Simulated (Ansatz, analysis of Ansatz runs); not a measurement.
# A hop of H in Be3N2 (P6_3/mmc), charge +1, part 2 of 4

Aim: the barrier of one jump in Be3N2 (P6_3/mmc) at charge +1: H transfer from N to N. The model is a cell of 120 host atoms with 1 H put in; H is the atom that moves.

Ansatz 0.2.0; plane-wave PAW DFT, HSE06; nudged elastic band between two relaxed defect structures at fixed charge in a uniform background.

So far: The starting structure; Relaxation of the start point, charge +1.

**3. Relaxation of the end point, charge +1**

Level of this step: plane-wave PAW DFT, HSE06; relaxation of all atoms of a defect supercell at fixed charge in a uniform background (Ansatz).

The end point is relaxed in the same cell and settings, so that the two energies compare. Atoms more than 3.2 Å from the middle of the hop start where the first relaxation left them, the nearer ones on or close to their ideal places, with small random displacements.

Contents of qp1.end/input.yaml:

```yaml
crystal:
  lattice:
    - [8.51188346, 4.91433821, 0.0]
    - [-8.51188346, 4.91433821, 0.0]
    - [0.0, 0.0, 9.71005628]
  atoms:
    - { symbol: Be, position: [-0.0001917, 0.33210185, 0.07854798] }
    - { symbol: Be, position: [0.164653, 0.16443082, 0.07857136] }
    - { symbol: Be, position: [0.33232339, -0.0004328, 0.07856051] }
    - { symbol: Be, position: [-0.00169696, 0.16603757, 0.57860956] }
    - { symbol: Be, position: [0.16624903, -0.00190683, 0.57861329] }
    - { symbol: Be, position: [0.33333333, 0.33333333, 0.57824695] }
    - { symbol: Be, position: [-0.00129204, 0.16520286, 0.92192835] }
    - { symbol: Be, position: [0.16543679, -0.00149968, 0.92192439] }
    - { symbol: Be, position: [0.32692622, 0.32670071, 0.92314097] }
    - { symbol: Be, position: [0.00036674, 0.33312967, 0.42164921] }
    - { symbol: Be, position: [0.16254962, 0.16232026, 0.41898674] }
    - { symbol: Be, position: [0.33335156, 0.00017029, 0.42166062] }
    - { symbol: Be, position: [-0.00115817, -0.00137147, 0.24749001] }
    - { symbol: Be, position: [0.16709391, 0.33288885, 0.24903521] }
    - { symbol: Be, position: [0.3331146, 0.16686902, 0.24901958] }
    - { symbol: Be, position: [0.00066675, 0.00045197, 0.74885006] }
    - { symbol: Be, position: [0.1658797, 0.33375126, 0.75458312] }
    - { symbol: Be, position: [0.33396205, 0.16566515, 0.75452408] }
    - { symbol: "N", position: [-0.00022195, -0.0004366, 0.0009717] }
    - { symbol: "N", position: [0.16624963, 0.33270749, -0.00060605] }
    - { symbol: "N", position: [0.33292191, 0.16602133, -0.00059366] }
    - { symbol: "N", position: [-0.00070572, -0.00092896, 0.50063426] }
    - { symbol: "N", position: [0.16625643, 0.33211893, 0.4997795] }
    - { symbol: "N", position: [0.33333333, 0.16666667, 0.5] }
    - { symbol: "N", position: [0.00074302, 0.33310102, 0.24997392] }
    - { symbol: "N", position: [0.16590932, 0.16568436, 0.24909888] }
    - { symbol: "N", position: [0.33331781, 0.00051631, 0.24998823] }
    - { symbol: "N", position: [3.947e-05, 0.16661448, 0.75034741] }
    - { symbol: "N", position: [0.16683132, -0.000177, 0.75034799] }
    - { symbol: "N", position: [0.33323344, 0.33302054, 0.7502587] }
    - { symbol: Be, position: [0.00070955, 0.83258325, 0.07855315] }
    - { symbol: Be, position: [0.16773216, 0.66796639, 0.07854544] }
    - { symbol: Be, position: [0.33163625, 0.50001717, 0.07592766] }
    - { symbol: Be, position: [0.00196951, 0.66784861, 0.57863766] }
    - { symbol: Be, position: [0.16646128, 0.49992528, 0.57945097] }
    - { symbol: Be, position: [0.33222135, 0.83384326, 0.57860596] }
    - { symbol: Be, position: [0.00158808, 0.66666573, 0.9219473] }
    - { symbol: Be, position: [0.16445415, 0.49991003, 0.92222542] }
    - { symbol: Be, position: [0.33340794, 0.83461494, 0.9219321] }
    - { symbol: Be, position: [0.00013326, 0.83300928, 0.42167724] }
    - { symbol: Be, position: [0.16724065, 0.66690342, 0.42165903] }
    - { symbol: Be, position: [0.33333333, 0.5, 0.42175305] }
    - { symbol: Be, position: [0.00163252, 0.50002255, 0.2474384] }
    - { symbol: Be, position: [0.16689589, 0.83334276, 0.25110683] }
    - { symbol: Be, position: [0.33422138, 0.66714994, 0.24899917] }
    - { symbol: Be, position: [-0.00038872, 0.49993177, 0.74898666] }
    - { symbol: Be, position: [0.16682948, 0.83327337, 0.75137078] }
    - { symbol: Be, position: [0.33205488, 0.66610058, 0.75458227] }
    - { symbol: "N", position: [0.00060959, 0.49997087, 0.00093922] }
    - { symbol: "N", position: [0.16684601, 0.83331522, -0.0001848] }
    - { symbol: "N", position: [0.33351835, 0.6672588, -0.00058169] }
    - { symbol: "N", position: [0.00106849, 0.49998319, 0.50060347] }
    - { symbol: "N", position: [0.1668342, 0.83333194, 0.49981818] }
    - { symbol: "N", position: [0.33411317, 0.66785067, 0.49975532] }
    - { symbol: "N", position: [-0.00023432, 0.83261783, 0.24998415] }
    - { symbol: "N", position: [0.16767532, 0.66697138, 0.24997241] }
    - { symbol: "N", position: [0.33431762, 0.50002952, 0.24857983] }
    - { symbol: "N", position: [0.00019831, 0.66670629, 0.7503716] }
    - { symbol: "N", position: [0.16618396, 0.49990679, 0.75083522] }
    - { symbol: "N", position: [0.33333841, 0.83320607, 0.75034828] }
    - { symbol: Be, position: [0.50023492, 0.33140327, 0.0759337] }
    - { symbol: Be, position: [0.66815565, 0.16748517, 0.07854283] }
    - { symbol: Be, position: [0.83279283, 0.0005055, 0.07856699] }
    - { symbol: Be, position: [0.5, 0.16666667, 0.57824695] }
    - { symbol: Be, position: [0.66805391, 0.00173381, 0.57861987] }
    - { symbol: Be, position: [0.83333333, 0.33333333, 0.57824695] }
    - { symbol: Be, position: [0.50007467, 0.16418049, 0.92222217] }
    - { symbol: Be, position: [0.6668665, 0.00133157, 0.92192781] }
    - { symbol: Be, position: [0.83484378, 0.33316459, 0.92194663] }
    - { symbol: Be, position: [0.5, 0.33333333, 0.42175305] }
    - { symbol: Be, position: [0.66666667, 0.16666667, 0.42175305] }
    - { symbol: Be, position: [0.83321548, -0.00011362, 0.42168192] }
    - { symbol: Be, position: [0.50023558, 0.00140388, 0.2475174] }
    - { symbol: Be, position: [0.66666667, 0.33333333, 0.25] }
    - { symbol: Be, position: [0.8335665, 0.16667479, 0.2511008] }
    - { symbol: Be, position: [0.50014645, -0.00060547, 0.74892835] }
    - { symbol: Be, position: [0.66666667, 0.33333333, 0.75] }
    - { symbol: Be, position: [0.83348332, 0.16659907, 0.75136559] }
    - { symbol: "N", position: [0.50018537, 0.00038736, 0.00093167] }
    - { symbol: "N", position: [0.66747252, 0.33329186, -0.00064006] }
    - { symbol: "N", position: [0.83353174, 0.16662637, -0.00018379] }
    - { symbol: "N", position: [0.50020545, 0.00086232, 0.50059749] }
    - { symbol: "N", position: [0.66666667, 0.33333333, 0.5] }
    - { symbol: "N", position: [0.83354431, 0.16661997, 0.49981839] }
    - { symbol: "N", position: [0.5, 0.33333333, 0.25] }
    - { symbol: "N", position: [0.66718935, 0.16744869, 0.24997526] }
    - { symbol: "N", position: [0.83283528, -0.00045172, 0.24999459] }
    - { symbol: "N", position: [0.50011736, 0.16596267, 0.75083115] }
    - { symbol: "N", position: [0.66691611, -2.105e-05, 0.7503549] }
    - { symbol: "N", position: [0.83341797, 0.3331146, 0.75036459] }
    - { symbol: Be, position: [0.50026761, 0.83565489, 0.07854726] }
    - { symbol: Be, position: [0.66887903, 0.66866749, 0.07593292] }
    - { symbol: Be, position: [0.83585242, 0.50003953, 0.07852643] }
    - { symbol: Be, position: [0.5, 0.66666667, 0.57824695] }
    - { symbol: Be, position: [0.66666667, 0.5, 0.57824695] }
    - { symbol: Be, position: [0.83376295, 0.83352812, 0.57945656] }
    - { symbol: Be, position: [0.50010538, 0.67308535, 0.92314907] }
    - { symbol: Be, position: [0.67325763, 0.49988708, 0.92317531] }
    - { symbol: Be, position: [0.83581636, 0.83564581, 0.92222224] }
    - { symbol: Be, position: [0.50023359, 0.83769636, 0.41898196] }
    - { symbol: Be, position: [0.66666667, 0.66666667, 0.42175305] }
    - { symbol: Be, position: [0.83333333, 0.5, 0.42175305] }
    - { symbol: Be, position: [0.5, 0.5, 0.25] }
    - { symbol: Be, position: [0.66625548, 0.83316366, 0.24905387] }
    - { symbol: Be, position: [0.83338541, 0.66603524, 0.24909533] }
    - { symbol: Be, position: [0.5, 0.5, 0.75] }
    - { symbol: Be, position: [0.66820478, 0.83416958, 0.75458891] }
    - { symbol: Be, position: [0.83440157, 0.66802204, 0.75478822] }
    - { symbol: "N", position: [0.50019355, 0.49996908, -0.00957227] }
    - { symbol: "N", position: [0.66685515, 0.8339115, -0.00060023] }
    - { symbol: "N", position: [0.83412446, 0.66664205, -0.00065108] }
    - { symbol: "N", position: [0.5, 0.5, 0.5] }
    - { symbol: "N", position: [0.66620202, 0.83384904, 0.49975018] }
    - { symbol: "N", position: [0.83333333, 0.66666667, 0.5] }
    - { symbol: "N", position: [0.50025744, 0.83438712, 0.24907968] }
    - { symbol: "N", position: [0.6661912, 0.66596392, 0.2485834] }
    - { symbol: "N", position: [0.83460767, 0.50003204, 0.24905701] }
    - { symbol: "N", position: [0.50010524, 0.66678301, 0.75026261] }
    - { symbol: "N", position: [0.66666667, 0.5, 0.75] }
    - { symbol: "N", position: [0.83405111, 0.83384011, 0.75083491] }
    - { symbol: H, position: [0.606256, 0.393744, 0.5] }
total_charge: 1
basis:
  ecutwfc: 420
  xc_grid: 2
hamiltonian:
  xc: hse06
kpoints:
  mp_grid: { grid: [1, 1, 1], shift: [0.25, 0.25, 0.25] }
scf:
  occupations: { method: fixed }
  max_iter: 100
output:
  forces: true
relax:
  f_tol: 0.02
  max_steps: 70
  random_displacement: { amplitude: 0.01, seed: 5885 }
```

On the command line:

```
$ ansatz run input.yaml --threads 32 --pin off --max-ram 84787MiB --backend cuda --events-out ev --progress --plain --runs-dir out --max-vram 78GiB
```

Numbers of over 12 decimals in the logs are rounded to 6 here.

Log:

```text
[...]
Crystal: 121 atoms, lattice volume = 812.349 Å³
[...]
k-points: 1
[...]
SCF 1 converged in 10 iterations: F = -25254.137059 eV  dr2 = 3.83e-8
[...]
relax step   1: F+E_penalty+E_count = -25264.98099490 eV  Δ(F+E_penalty+E_count) = +0.000e0 eV  max|allowed force component| = 5.503e0 eV/Å  Δτ_max = 0.0000 Å  (21 SCF iters, accepted)
[...]
hybrid outer 2: dexx = +3.682e-6 eV, tail = 1.06e-5 eV, Δε = 1.11e-3 eV (about 5.09e-4 eV left of the loop's levels), ΔF = 1.48e-2 eV/Å (tail 9.18e-3)
[...]
SCF 7 converged in 2 iterations: F = -25268.025664 eV  dr2 = 4.52e-6
[...]
relax step   9: F+E_penalty+E_count = -25269.06205979 eV  Δ(F+E_penalty+E_count) = -1.478e-1 eV  max|allowed force component| = 4.277e-1 eV/Å  Δτ_max = 0.2000 Å  (10 SCF iters, dr2 threshold 1.00e-4 e [...]
[...]
SCF 23 converged in 2 iterations: F = -25269.080052 eV  dr2 = 1.74e-8
[...]
```

Run time: 35 s. Hardware: 1 × NVIDIA GB200 with 32 threads of Arm Neoverse V2, shared host; peak memory 2.5 GiB; 2.6 min of CPU time.

The steps of the relaxation:

| step | energy less that of the first step (eV) | largest force component (eV/Å) |
| --- | --- | --- |
| 1 | 0.0000 | 5.5028 |
| 2 | -1.9193 | 2.9524 |
| 3 | -3.0447 | 0.8882 |
| 4 | -3.3524 | 1.7129 |
| 5 | -3.5344 | 0.8323 |
| 6 | -3.6807 | 0.5340 |
| 7 | -3.8424 | 0.4092 |
| 8 | -3.9333 | 1.6572 |
| 9 | -4.0811 | 0.4277 |
| 10 | -4.0980 | 0.0544 |
| 11 | -4.0991 | 0.0051 |

The atoms that moved most (Å, from the sites as typed, ahead of the random displacement):

| atom | dx | dy | dz | length |
| --- | --- | --- | --- | --- |
| H121 | 1.015 | 0.001 | 0.928 | 1.375 |
| Be77 | -0.007 | 0.000 | 0.312 | 0.313 |
| Be95 | -0.191 | 0.107 | 0.017 | 0.220 |
| Be64 | -0.007 | -0.207 | 0.016 | 0.208 |
| Be66 | 0.171 | 0.102 | 0.015 | 0.199 |
| Be98 | -0.119 | -0.001 | -0.010 | 0.120 |
| N80 | -0.015 | -0.003 | -0.097 | 0.098 |
| N83 | -0.006 | 0.000 | -0.096 | 0.096 |

Neighbours of H121 at the end:

| atom | distance (Å) |
| --- | --- |
| N83 | 1.024 |
| Be77 | 1.812 |
| Be95 | 1.851 |
| Be64 | 1.853 |
| Be66 | 1.854 |
| N119 | 2.214 |
| N88 | 2.219 |
| N90 | 2.220 |

This step gave:

| Quantity | Value |
| --- | --- |
| free energy | -25269.0801 eV |
| r.m.s. move of the farther half of the atoms | 0.02314 Å |
| largest move from the ideal geometry of this structure, a common shift of the far atoms taken out | 1.387 Å |

The relaxation gained 4.099 eV and ended with a largest force component of 0.0051 eV/Å. The end lies within 1 meV of the start.

**4. Nudged elastic band, charge +1**

3 movable images are laid between the ends on a pair-potential path, which keeps atoms from colliding in the first guess. Each image feels the true force across the path and a spring force along it. The highest image is set to climb to the top of the path.

This step: plane-wave PAW DFT, HSE06; nudged elastic band between two relaxed defect structures at fixed charge in a uniform background.

Contents of qp1.neb/input.yaml:

```yaml
crystal:
  lattice:
    - [8.51188346, 4.91433821, 0.0]
    - [-8.51188346, 4.91433821, 0.0]
    - [0.0, 0.0, 9.71005628]
  atoms:
    - { symbol: Be, position: [0.00036794, 0.3318555, 0.077452] }
    - { symbol: Be, position: [0.16521265, 0.16418447, 0.07747538] }
    - { symbol: Be, position: [0.33288303, -0.00067915, 0.07746453] }
    - { symbol: Be, position: [-0.00113731, 0.16579122, 0.57751358] }
    - { symbol: Be, position: [0.16680867, -0.00215317, 0.57751731] }
    - { symbol: Be, position: [0.31297187, 0.31198205, 0.57973976] }
    - { symbol: Be, position: [-0.00073239, 0.16495651, 0.92083237] }
    - { symbol: Be, position: [0.16599644, -0.00174602, 0.9208284] }
    - { symbol: Be, position: [0.32748587, 0.32645437, 0.92204498] }
    - { symbol: Be, position: [0.00092639, 0.33288333, 0.42055323] }
    - { symbol: Be, position: [0.16310926, 0.16207391, 0.41789076] }
    - { symbol: Be, position: [0.3339112, -7.606e-05, 0.42056464] }
    - { symbol: Be, position: [-0.00059853, -0.00161782, 0.24639402] }
    - { symbol: Be, position: [0.16765356, 0.3326425, 0.24793923] }
    - { symbol: Be, position: [0.33367425, 0.16662267, 0.2479236] }
    - { symbol: Be, position: [0.00122639, 0.00020562, 0.74775407] }
    - { symbol: Be, position: [0.16643935, 0.33350491, 0.75348714] }
    - { symbol: Be, position: [0.33452169, 0.16541881, 0.7534281] }
    - { symbol: "N", position: [0.00033769, -0.00068295, -0.00012428] }
    - { symbol: "N", position: [0.16680928, 0.33246115, -0.00170204] }
    - { symbol: "N", position: [0.33348155, 0.16577499, -0.00168964] }
    - { symbol: "N", position: [-0.00014607, -0.00117531, 0.49953827] }
    - { symbol: "N", position: [0.16681607, 0.33187259, 0.49868352] }
    - { symbol: "N", position: [0.33291201, 0.16582891, 0.49869683] }
    - { symbol: "N", position: [0.00130266, 0.33285467, 0.24887794] }
    - { symbol: "N", position: [0.16646897, 0.16543802, 0.2480029] }
    - { symbol: "N", position: [0.33387746, 0.00026996, 0.24889225] }
    - { symbol: "N", position: [0.00059912, 0.16636814, 0.74925142] }
    - { symbol: "N", position: [0.16739097, -0.00042334, 0.749252] }
    - { symbol: "N", position: [0.33379309, 0.3327742, 0.74916272] }
    - { symbol: Be, position: [0.0012692, 0.8323369, 0.07745717] }
    - { symbol: Be, position: [0.16829181, 0.66772004, 0.07744945] }
    - { symbol: Be, position: [0.3321959, 0.49977083, 0.07483168] }
    - { symbol: Be, position: [0.00252916, 0.66760227, 0.57754167] }
    - { symbol: Be, position: [0.16702093, 0.49967893, 0.57835499] }
    - { symbol: Be, position: [0.332781, 0.83359691, 0.57750997] }
    - { symbol: Be, position: [0.00214772, 0.66641939, 0.92085132] }
    - { symbol: Be, position: [0.1650138, 0.49966368, 0.92112944] }
    - { symbol: Be, position: [0.33396758, 0.8343686, 0.92083612] }
    - { symbol: Be, position: [0.00069291, 0.83276293, 0.42058126] }
    - { symbol: Be, position: [0.1678003, 0.66665707, 0.42056304] }
    - { symbol: Be, position: [0.33150094, 0.49977535, 0.42027827] }
[... 6 lines left out ...]
    - { symbol: "N", position: [0.00116923, 0.49972453, -0.00015676] }
    - { symbol: "N", position: [0.16740566, 0.83306887, -0.00128078] }
    - { symbol: "N", position: [0.334078, 0.66701246, -0.00167767] }
    - { symbol: "N", position: [0.00162814, 0.49973685, 0.49950748] }
    - { symbol: "N", position: [0.16739385, 0.83308559, 0.49872219] }
    - { symbol: "N", position: [0.33467282, 0.66760432, 0.49865934] }
    - { symbol: "N", position: [0.00032533, 0.83237148, 0.24888817] }
    - { symbol: "N", position: [0.16823496, 0.66672503, 0.24887643] }
    - { symbol: "N", position: [0.33487727, 0.49978317, 0.24748385] }
    - { symbol: "N", position: [0.00075796, 0.66645994, 0.74927561] }
    - { symbol: "N", position: [0.16674361, 0.49966044, 0.74973924] }
    - { symbol: "N", position: [0.33389805, 0.83295972, 0.7492523] }
[... 18 lines left out ...]
    - { symbol: "N", position: [0.50074501, 0.00014101, -0.00016431] }
    - { symbol: "N", position: [0.66803216, 0.33304552, -0.00173605] }
    - { symbol: "N", position: [0.83409138, 0.16638003, -0.00127977] }
    - { symbol: "N", position: [0.5007651, 0.00061597, 0.4995015] }
    - { symbol: "N", position: [0.66863561, 0.33368016, 0.4986271] }
    - { symbol: "N", position: [0.83410395, 0.16637363, 0.49872241] }
[... 36 lines left out ...]
    - { symbol: H, position: [0.50092105, 0.49962042, 0.59551607] }
total_charge: 1
basis:
  ecutwfc: 420
  xc_grid: 2
hamiltonian:
  xc: hse06
kpoints:
  mp_grid: { grid: [1, 1, 1], shift: [0.25, 0.25, 0.25] }
scf:
  occupations: { method: fixed }
  max_iter: 100
output:
  forces: true
neb:
  images: 3
  f_tol: 0.06
  climbing: true
  initial_path: idpp
  max_iterations: 45
  order_check: false
  final_atoms:
[... 100 lines left out ...]
    - { symbol: Be, position: [0.66720228, 0.6711688, 0.41781787] }
    - { symbol: Be, position: [0.83635685, 0.50263804, 0.42025961] }
    - { symbol: Be, position: [0.5011641, 0.5005278, 0.24802712] }
    - { symbol: Be, position: [0.66718259, 0.83478848, 0.24629132] }
    - { symbol: Be, position: [0.83319927, 0.66655227, 0.24801716] }
    - { symbol: Be, position: [0.4989726, 0.49945526, 0.75384108] }
    - { symbol: Be, position: [0.66709858, 0.83276437, 0.74790562] }
    - { symbol: Be, position: [0.8351912, 0.66756047, 0.75388055] }
[... 4 lines left out ...]
    - { symbol: "N", position: [0.66714463, 0.83420796, 0.49951297] }
    - { symbol: "N", position: [0.833133, 0.66725114, 0.49862308] }
    - { symbol: "N", position: [0.50025791, 0.83388633, 0.24887221] }
    - { symbol: "N", position: [0.66719985, 0.66777143, 0.24794073] }
    - { symbol: "N", position: [0.83313813, 0.49935422, 0.24747732] }
    - { symbol: "N", position: [0.50028211, 0.66657027, 0.74927972] }
    - { symbol: "N", position: [0.66705271, 0.50016345, 0.74921092] }
    - { symbol: "N", position: [0.8338702, 0.83333765, 0.74928931] }
    - { symbol: H, position: [0.66690589, 0.33377348, 0.59548086] }
```

Log:

```text
Warning: neb: disabling space-group detection — the band's intermediate images generally break the endpoint symmetry, so the full k-mesh is solved, and no spatial operation symmetrises the density, ex [...]
[...]
Crystal: 121 atoms, lattice volume = 812.349 Å³
Basis set: ecut = 420 eV, 15933 PW (Γ), exchange–correlation on 144×144×144 points (8 copies of the dense FFT grid, shifted against one another)
Bands: 313, of which v1, the nominal top of the filled ones, is band 192 counted from 1 (191 counted from 0)
[...]
k-points: 1
[...]
SCF 1 converged in 9 iterations: F = -25258.097868 eV  dr2 = 2.60e-8
[...]
SCF 7 converged in 10 iterations: F = -25256.834873 eV  dr2 = 3.39e-8
[...]
SCF 13 converged in 10 iterations: F = -25256.829659 eV  dr2 = 3.39e-8
[...]
hybrid outer 1: dexx = +1.592e0 eV, tail = 6.29e-4 eV
[...]
SCF 94 converged in 2 iterations: F = -25267.416437 eV  dr2 = 6.13e-9
[...]
```

Elapsed: 96 s, on 1 × NVIDIA GB200 with 32 threads; peak memory 3.6 GiB.

The path, image by image:

| image | path (Å) | energy (eV) | H121: x, y, z (Å) |
| --- | --- | --- | --- |
| 0 | 0.000 | 0.0000 | 0.011, 4.917, 5.782 |
| 1 | 1.012 | 0.5220 | 0.732, 4.770, 5.359 |
| 2 | 2.025 | 1.6640 | 1.426, 4.907, 4.881 |
| 3 | 3.031 | 0.5230 | 2.117, 4.770, 5.360 |
| 4 | 4.038 | 0.0000 | 2.836, 4.918, 5.782 |

This step gave:

| Item | Value |
| --- | --- |
| free energy | -25267.4164 eV |
| barrier forward | 1.664 eV |
| barrier backward | 1.664 eV |
| end less start | 3.83e-5 eV |
| hop length | 2.825 Å |

Track of the atom that was set to move:

| image | x (Å) | y (Å) | z (Å) | nearest neighbour | distance (Å) |
| --- | --- | --- | --- | --- | --- |
| 0 | 0.011 | 4.917 | 5.782 | N | 1.023 |
| 1 | 0.732 | 4.77 | 5.359 | N | 1.018 |
| 2 | 1.426 | 4.907 | 4.881 | N | 1.322 |
| 3 | 2.117 | 4.77 | 5.36 | N | 1.019 |
| 4 | 2.836 | 4.918 | 5.782 | N | 1.024 |

The band met its tolerance of 0.06 eV/Å after 14 iterations, with image 2 on top (the start counts as 0). H121, which moves farthest between the ends, has 1 N at 1.02 Å nearest at the start and 2 N at 1.32 Å and 2 Be at 1.48 Å at the top.

(Continued in part 3 of 4.)

[Logs are printed without paths, hosts, clocks, repeated set-up lines and the standing remarks that a program may print on its own settings, such as how far it seeks lower states.]

[Hosts, paths, dates, database ids (printed as entryN), source tags and the programs' standing remarks are cut or masked in the printed files.]
